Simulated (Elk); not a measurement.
# Does EuAg4Sb2 carry moments in Elk?

Aim: find out whether EuAg4Sb2 carries moments when they start parallel, and what they gain.

Method: PBEsol; all-electron APW+lo, Dirac cores, scalar-relativistic bands, in Elk 11.2.3 (patched build).

Experimental background.

“Large magnetoresistance and first-order phase transition in antiferromagnetic single-crystalline EuAg4Sb2” (2024, arxiv:2406.18252) reports for EuAg4Sb2, trigonal CaCu4P2-type, by VSM magnetisation (flux-grown single crystal, field up to 4 T, 2 K): moment (saturation moment per Eu, H parallel c) 6.9 μB [field-polarised saturation moment, not the zero-field ordered moment].

Most raw output is cut from this account.

**1. Set-up**

Symmetry: R-3m, No. 166, trigonal system. Conventional cell: a = 4.724 Å, b = 4.724 Å, c = 24.689 Å, α = 90.00°, β = 90.00°, γ = 120.00°. Nearest to Eu lie 6 Sb at 3.32 Å and 8 Ag at 3.50 to 3.69 Å. Nearest to Ag lie 4 Sb at 2.82 to 3.16 Å and 9 Ag at 2.91 to 3.53 Å and 1 Eu at 3.50 Å. Nearest to Ag lie 3 Sb at 2.79 Å and 7 Ag at 2.91 to 3.53 Å and 3 Eu at 3.69 Å. Nearest to Sb lie 7 Ag at 2.79 to 3.16 Å and 3 Eu at 3.32 Å. Farther neighbours are not listed.

**2. Run 1 (ferro +)**

The parallel start comes first: it fits the smallest cell, keeps the most symmetry and shows whether parallel moments form.

The last three numbers of an atom's line are a seed field in its sphere. It points against the wanted moment and shrinks by the factor reducebf each loop.

The input, elk.in:

```
tasks
  0
  33
  73

xctype
  22

reducebf
  0.6

epsengy
  1e-05

maxscl
  100

rgkmax
  7.0

nempty
  8

swidth
  0.003

lmaxi
  3

spinpol
  .true.

sppath
  './'

avec
  4.46343862006 2.57696748878 15.55181609702
  -4.46343862006 2.57696748878 15.55181609702
  0.00000000000 -5.15393497756 15.55181609702

atoms
  3
  'Eu.in'
  1
  0.0000000000 0.0000000000 0.0000000000   0.000000 0.000000 -0.500000
  'Ag.in'
  4
  0.1419600000 0.1419600000 0.1419600000   0.000000 0.000000 0.000000
  0.8580400000 0.8580400000 0.8580400000   0.000000 0.000000 0.000000
  0.4341100000 0.4341100000 0.4341100000   0.000000 0.000000 0.000000
  0.5658900000 0.5658900000 0.5658900000   0.000000 0.000000 0.000000
  'Sb.in'
  2
  0.2563400000 0.2563400000 0.2563400000   0.000000 0.000000 0.000000
  0.7436600000 0.7436600000 0.7436600000   0.000000 0.000000 0.000000

ngridk
  6 6 6

plot3d
  0 0 0
  1 0 0
  0 1 0
  0 0 1
  44 44 44
```

On the command line:

```sh
$ OMP_NUM_THREADS=4 elk
```

It took 10 min on 4 threads of Arm Neoverse V2, shared host; peak memory 0.98 GiB; 41 min of CPU time.

Spin moment in the muffin-tin sphere by atom:

| atom | spin moment in the muffin-tin sphere (μB) |
| --- | --- |
| Eu1 | 6.81 |
| Ag2 | 0.00 |
| Ag3 | 0.00 |
| Ag4 | -0.01 |
| Ag5 | -0.01 |
| Sb6 | -0.03 |
| Sb7 | -0.03 |

Numbers from this step:

| Quantity | Value |
| --- | --- |
| density of states at the Fermi level | 2.289 states/eV/cell |
| moment between the spheres | 0.1960 μB |
| magnetization | 6.944 μB |
| final state | ferromagnetic |

After 22 cycles the largest moment stands at 6.81 μB.

**3. Start 2: no spin polarisation**

A run without seeds gives the energy of the state without moments.

elk.in: that of step 2 with these lines changed.

```diff
@@ -2,4 +2,2 @@
   0
-  33
-  73
 
@@ -7,5 +5,2 @@
   22
-
-reducebf
-  0.6
 
@@ -29,5 +24,2 @@
 
-spinpol
-  .true.
-
 sppath
@@ -44,3 +36,3 @@
   1
-  0.0000000000 0.0000000000 0.0000000000   0.000000 0.000000 -0.500000
+  0.0000000000 0.0000000000 0.0000000000   0.000000 0.000000 0.000000
   'Ag.in'
@@ -58,8 +50 @@
   6 6 6
-
-plot3d
-  0 0 0
-  1 0 0
-  0 1 0
-  0 0 1
-  44 44 44
```

On the command line:

```sh
$ OMP_NUM_THREADS=4 elk
```

Wall time 93 s (4 threads); peak memory 0.43 GiB.

Read from the output:

```
density of states at the Fermi level : 39.21 states/eV/cell
final state                          : non-magnetic (no spin polarisation)
```

It lies 6751 meV a seeded atom over the first start.

**4. Ranking**

These are free energies at a smearing of 0.0816 eV, so its entropy term is in the differences. They are divided by the number of seeded atoms, so that cells of unlike size compare.

Orders:

| start | final state | typed order kept | energy over the lowest (meV a seeded atom) | largest sphere moment (μB) | net moment (μB a primitive cell) | DOS at the Fermi level (states/eV a primitive cell) | mesh matched | CPU time (s) |
| --- | --- | --- | --- | --- | --- | --- | --- | --- |
| ferro + | ferromagnetic | yes | 0 | 6.815 | 6.944 | 2.289 | yes | 2466 |
| no spin polarisation | non-magnetic | - | 6751 | 0 | 0 | 39.21 | yes | 340.1 |

**5. Results**

```
lower run                          : with moments
largest site moment                : 6.81 μB
energy gained by spin polarisation : 6751 meV a seeded atom
```

**Reading.** The crystal holds moments, up to 6.81 μB, and gains 6751 meV a seeded atom by them. No antiferromagnetic order was tried, so the session says nothing on how the moments order. A measured saturation moment is set beside the cell's net spin moment, without the orbital part, divided by the number of magnetic atoms. The f shell is half filled, so the spin-only picture is fair. Without a U the functional spreads the 4f electrons too much, so the state and its energies are unreliable.

Calculation against experiment:

| quantity | measured | PBEsol |
| --- | --- | --- |
| moment (Eu) (μB) | 6.9 | 6.94 (+0.6 %) |

Measured values from arxiv:2406.18252 (2024).

**Verdict.** The moment is off by +0.6 %. No cell relaxation is part of this session.

[Logs and program files are shortened in this print: banners, set-up blocks, solver, clock and traceback lines can be left out without a mark of their own.]

[Logs are printed without paths, hosts, clocks, repeated set-up lines and the standing remarks that a program may print on its own settings, such as how far it seeks lower states.]

[Hosts, paths, dates, database ids (printed as entryN), source tags and the programs' standing remarks are cut or masked in the printed files.]

[Where a cell is said to come from a database of computed structures, the database is the Materials Project.]
